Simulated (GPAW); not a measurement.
Consider Be (Beryllium, P6_3/mmc).

```xyz
2
Lattice="2.2853 0.0000 0.0000 -1.1426 1.9791 0.0000 0.0000 0.0000 3.5842" Properties=species:S:1:pos:R:3 pbc="T T T"
Be    1.1427    0.6597    2.6882
Be    0.0000    1.3194    0.8961
```

Absorber: atom 1, with 6 Be at 2.23 Å and 6 Be at 2.29 Å (anticuboctahedral, as in hcp, site symmetry -6m2). Method: GPAW, PBE, excited-electron core hole (neutral cell), 16-atom cell with 5.3 Å between holes, 7×7×7 k points, dipole transitions, Gaussian full width 0.9 eV up to 4 eV, rising linearly to 3.5 eV at 25 eV.

**Question.** What does the Be K edge look like?

Main maxima up to 24 eV above the zero (height): 0.9 eV (1.12), 4.9 eV (1.40), 8.1 eV (1.32), 12.6 eV (1.67) and 22.0 eV (0.42). A K edge sees empty p states on the absorber. The total-energy difference is 116.54 eV. One term is added: -4.47 eV, since the hole is spin-paired here and a spin-polarised one costs that much less in the free atom (computed apart). The photon energy is then 112.07 eV. The tabulated edge of the element is 111.5 eV. The functional leaves an error of a few eV in such absolute values.

The Be K spectrum (energy from the lowest empty level; intensity scaled to a mean of 1 over the first 20 eV; polarised curves are means over the symmetry-equivalent atoms):

```tsv
E (eV)	isotropic	ε ⊥ c	ε ∥ c
-2.00	0.00	0.00	0.00
-1.25	0.00	0.00	0.00
-0.50	0.06	0.06	0.07
0.25	0.71	0.65	0.82
1.00	1.10	0.96	1.39
1.75	0.89	0.83	1.00
2.50	0.87	0.89	0.82
3.25	0.99	1.01	0.96
4.00	1.03	1.08	0.92
4.75	1.38	1.44	1.25
5.50	1.30	1.51	0.88
6.25	1.19	1.29	0.98
7.00	1.20	1.25	1.08
7.75	1.31	1.36	1.20
8.50	1.31	1.37	1.20
9.25	1.28	1.33	1.19
10.00	1.21	1.23	1.17
10.75	1.21	1.16	1.30
11.50	1.38	1.22	1.70
12.25	1.63	1.42	2.04
13.00	1.62	1.46	1.94
13.75	1.33	1.24	1.51
14.50	0.97	0.94	1.05
15.25	0.69	0.69	0.67
16.00	0.51	0.55	0.43
16.75	0.42	0.46	0.32
17.50	0.36	0.38	0.31
18.25	0.30	0.29	0.31
19.00	0.26	0.24	0.32
19.75	0.28	0.25	0.34
20.50	0.34	0.32	0.37
21.25	0.39	0.40	0.39
22.00	0.42	0.44	0.37
22.75	0.40	0.43	0.32
23.50	0.36	0.40	0.27
24.25	0.33	0.38	0.23
25.00	0.33	0.38	0.23
25.75	0.35	0.39	0.27
26.50	0.38	0.41	0.34
```

The holes are only 5.3 Å apart, so the shape is probably not converged with cell size; no larger cell was run here. Lifetime broadening is put in by hand, and intensities beyond about 20 eV depend on it and on the partial waves; weight that the partial waves miss at high energy is lost. The structure is a published determination, not relaxed.

[Banner, clock and machine lines of the logs are left out without a mark of their own.]

[Logs are printed without paths, hosts, clocks, repeated set-up lines and the standing remarks that a program may print on its own settings, such as how far it seeks lower states.]

[Hosts, paths, dates, database ids (printed as entryN), source tags and the programs' standing remarks are cut or masked in the printed files.]

[Lists of maxima count a maximum above −3 eV only where it reaches 4 % of the highest in the window and stands out from its surroundings by 2 % of it (1.5 % where it reaches 55 %); shoulders and weaker maxima are passed over, and of the rest the first, up to two pre-edge ones and the few strongest are named.]
